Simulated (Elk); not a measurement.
# CmPd3: forms of DFT+U

Wanted: spin and orbital moments of CmPd3 under several sizes and forms of the Hubbard term.

Main program and level: Elk 11.2.3 (patched build); LDA (von Barth-Hedin); all-electron APW+lo, Dirac cores, scalar-relativistic bands with second-variational spin-orbit coupling.

This is a report of a sequence of runs, with most program output left out.

## (1) The structure

The structure is cubic, space group Pm-3m (No. 221). The conventional cell has a = 4.147 Å, b = 4.147 Å, c = 4.147 Å, α = 90.00°, β = 90.00°, γ = 90.00°. Nearest to Cm lie 12 Pd at 2.93 Å. Nearest to Pd lie 4 Cm at 2.93 Å and 8 Pd at 2.93 Å. Farther neighbours are not listed.

The settings of this session are not all sound (see the inputs), so it shows what such settings give, not the properties of the crystal.

## (2) No U

The run without a Hubbard term is the reference.

Moments are seeded by fields in the spheres (the last three columns under atoms), set against the wanted direction and reduced each loop.

elk.in reads:

```
tasks
  0
  15

xctype
  5

rgkmax
  7.0

nempty
  10

swidth
  0.001

reducebf
  0.7

epsengy
  1e-05

maxscl
  150

lmaxi
  3

spincore
  .true.

spinorb
  .true.

cmagz
  .true.

spinpol
  .true.

sppath
  './'

avec
  7.83669423882 0.00000000000 0.00000000000
  0.00000000000 7.83669423882 0.00000000000
  0.00000000000 0.00000000000 7.83669423882

atoms
  2
  'Cm.in'
  1
  0.0000000000 0.0000000000 0.0000000000   0.000000 0.000000 -0.750000
  'Pd.in'
  3
  0.0000000000 0.5000000000 0.5000000000   0.000000 0.000000 0.000000
  0.5000000000 0.0000000000 0.5000000000   0.000000 0.000000 0.000000
  0.5000000000 0.5000000000 0.0000000000   0.000000 0.000000 0.000000

ngridk
  6 6 6
```

Started as:

```console
> OMP_NUM_THREADS=16 elk
```

The job ended after 2.6 min (16 threads of Arm Neoverse N1, shared host; peak memory 1.5 GiB).

Spin moment in the muffin-tin sphere by atom:

| atom | spin moment in the muffin-tin sphere (μB) |
| --- | --- |
| Cm1 | 6.29 |
| Pd2 | 0.03 |
| Pd3 | 0.03 |
| Pd4 | 0.04 |

This step gave:

| Quantity | Value |
| --- | --- |
| density of states at the Fermi level | 3.844 states/eV/cell |
| moment between the spheres | 0.06420 μB |
| magnetization | 6.462 μB |
| final state | ferromagnetic |

After 26 cycles the largest moment stands at 6.29 μB.

Orbital moment <L> in the sphere by atom:

```csv
atom,x (μB),y (μB),z (μB),size
Cm1,0.000,0.000,0.218,0.218
Pd2,0.000,0.000,0.007,0.007
Pd3,0.000,0.000,0.007,0.007
Pd4,0.000,0.000,0.011,0.011
```

## (3) U = 4.00 eV, J = 0.50 eV on Cm f (fully localised)

Fully localised double counting pushes orbitals towards full or empty, which suits localised shells.

elk.in, as its differences from that of step 2:

```diff
@@ -3,2 +3,4 @@
   15
+  33
+  73
 
@@ -40,2 +42,5 @@
 
+tmwrite
+  .true.
+
 sppath
@@ -61 +66,12 @@
   6 6 6
+
+dft+u
+  1 1
+  1 3 0.146997 0.018375
+
+plot3d
+  0 0 0
+  1 0 0
+  0 1 0
+  0 0 1
+  21 21 21
```

Started as:

```console
> OMP_NUM_THREADS=16 elk
```

It took 9.9 min on 16 threads; peak memory 1.5 GiB.

Spin moment in the muffin-tin sphere by atom:

```csv
atom,spin moment in the muffin-tin sphere (μB)
Cm1,-5.98
Pd2,-0.04
Pd3,-0.04
Pd4,-0.04
```

Numbers from this step:

| Item | Value |
| --- | --- |
| density of states at the Fermi level | 4.495 states/eV/cell |
| moment between the spheres | -0.1551 μB |
| magnetization | -6.258 μB |
| final state | ferromagnetic |

The seeded moments ended reversed as a whole, which leaves the pattern as it was.

The largest spin moment is -0.31 μB from that of the first run.

Orbital moment <L> in the sphere by atom:

| atom | x (μB) | y (μB) | z (μB) | size |
| --- | --- | --- | --- | --- |
| Cm1 | 0.000 | 0.000 | -0.466 | 0.466 |
| Pd2 | 0.000 | 0.000 | -0.002 | 0.002 |
| Pd3 | 0.000 | 0.000 | -0.002 | 0.002 |
| Pd4 | 0.000 | 0.000 | 0.001 | 0.001 |

FDU.OUT:

```text

   1   3 : species, l
  0.1469970000     : F^(0)
  0.2190218280     : F^(2)
  0.1463390288     : F^(4)
  0.1082670863     : F^(6)
  0.1469970000     : U
  0.1837500000E-01 : J
```

In eV, for the first corrected species: U = 4.00, J = 0.50.

Tensor moments of the density matrix of the first corrected atom (TENSMOM.OUT, the program's normalisation), largest first:

| k | p | r | magnitude | energy (Ha) |
| --- | --- | --- | --- | --- |
| 0 | 0 | 0 | 7.073 | -0.00237 |
| 0 | 1 | 1 | 5.799 | -0.154 |
| 1 | 1 | 0 | 2.913 | -0.0534 |
| 1 | 1 | 2 | 1.694 | -0.0181 |
| 2 | 1 | 3 | 0.6282 | -0.00229 |
| 1 | 0 | 1 | 0.2374 | -3.5e-4 |
| 2 | 1 | 1 | 0.2361 | -3.2e-4 |
| 3 | 1 | 4 | 0.1963 | -1.8e-4 |
| 2 | 0 | 2 | 0.1464 | 6.4e-7 |
| 4 | 1 | 5 | 0.08127 | -3.1e-5 |

Here k is the rank of the orbital part, p = 1 marks spin, 000 is the shell's charge, 011 its spin, 101 its orbital moment and 110 the spin–orbit term.

## (4) U = 4.00 eV on Cm f (around mean field), Slater integrals from a Yukawa potential

The Slater integrals follow from a Yukawa potential fitted to the U, with around-mean-field double counting.

elk.in, as its differences from that of step 3:

```diff
@@ -3,4 +3,2 @@
   15
-  33
-  73
 
@@ -68,10 +66,3 @@
 dft+u
-  1 1
-  1 3 0.146997 0.018375
-
-plot3d
-  0 0 0
-  1 0 0
-  0 1 0
-  0 0 1
-  21 21 21
+  2 5
+  1 3 0.146997
```

Started as:

```console
> OMP_NUM_THREADS=16 elk
```

The job ended after 8.2 min (16 threads; peak memory 1.5 GiB).

Read from the output:

```yaml
density_of_states_at_the_fermi_level: 4.726 states/eV/cell
moment_between_the_spheres: 0 μB
magnetization: 0.5643 μB
final_state: ferromagnetic
largest_moment: 0.5932 μB
```

The largest spin moment is -5.70 μB from that of the first run.

FDU.OUT:

```text

   1   3 : species, l
  0.1469970000     : F^(0)
  0.2635413679     : F^(2)
  0.2125497399     : F^(4)
  0.1667107611     : F^(6)
  0.1469970000     : U
  0.2463057044E-01 : J
   1.639480240     : screening length λ
```

In eV, for the first corrected species: U = 4.00, J = 0.67.

## (5) U = 6.00 eV, J = 0.50 eV on Cm f (fully localised)

The same form with other values shows how far the result hangs on them.

elk.in, as its differences from that of step 4:

```diff
@@ -66,3 +66,3 @@
 dft+u
-  2 5
-  1 3 0.146997
+  1 1
+  1 3 0.220496 0.018375
```

Started as:

```console
> OMP_NUM_THREADS=16 elk
```

Wall time 5.9 min (16 threads); peak memory 1.5 GiB.

Numbers from this step:

```
density of states at the Fermi level : 3.605 states/eV/cell
moment between the spheres           : 0.1784 μB
magnetization                        : 6.342 μB
final state                          : ferromagnetic
largest moment                       : 6.058 μB
```

The largest spin moment is -0.23 μB from that of the first run.

## (6) U = 2.00 eV, J = 0.50 eV on Cm f (around mean field)

Around-mean-field double counting counts from equal filling of a spin's orbitals, which suits more itinerant shells.

elk.in, as its differences from that of step 5:

```diff
@@ -66,3 +66,3 @@
 dft+u
-  1 1
-  1 3 0.220496 0.018375
+  2 1
+  1 3 0.073499 0.018375
```

Started as:

```console
> OMP_NUM_THREADS=16 elk
```

Elapsed: 21 min, on 16 threads; peak memory 1.5 GiB.

The run stopped without converging, so none of its numbers is a property of the system.

More loops from the saved state are the next try.

After 150 loops the RMS change of the potential stands at 4e-06 Ha, and it does not fall steadily.

## (7) The forms together

| Hubbard term | state | largest spin moment (μB) | its orbital moment (μB) | CPU time |
| --- | --- | --- | --- | --- |
| none | ferromagnetic | 6.292 | 0.218 | 33 min |
| U = 4.00 eV, J = 0.50 eV on Cm f (fully localised) | ferromagnetic | 5.984 | 0.466 | 2 h |
| U = 4.00 eV on Cm f (around mean field), Slater integrals from a Yukawa potential | ferromagnetic | 0.593 | 2.996 | 1.6 h |
| U = 6.00 eV, J = 0.50 eV on Cm f (fully localised) | ferromagnetic | 6.058 | 0.453 | 71 min |

## (8) Outcome

- range of the spin moment: 0.593 to 6.29 μB
- range of the orbital moment: 0.22 to 3.0 μB

In words: Over the forms that converged the largest spin moment runs from 0.593 to 6.29 μB. 1 did not converge and is missing. Against no U, U = 4.00 eV, J = 0.50 eV on Cm f in the fully localised form lowers the moment by 0.31 μB. It enlarges the orbital moment by a factor of 2.1. Total energies under different Hubbard terms can't be compared. Open f shells have many stationary orbital fillings, so the state need not be the lowest.

[Logs and program files are shortened in this print: banners, set-up blocks, solver, clock and traceback lines can be left out without a mark of their own.]

[Logs are printed without paths, hosts, clocks, repeated set-up lines and the standing remarks that a program may print on its own settings, such as how far it seeks lower states.]

[Hosts, paths, dates, database ids (printed as entryN), source tags and the programs' standing remarks are cut or masked in the printed files.]

[Where a cell is said to come from a database of computed structures, the database is the Materials Project.]
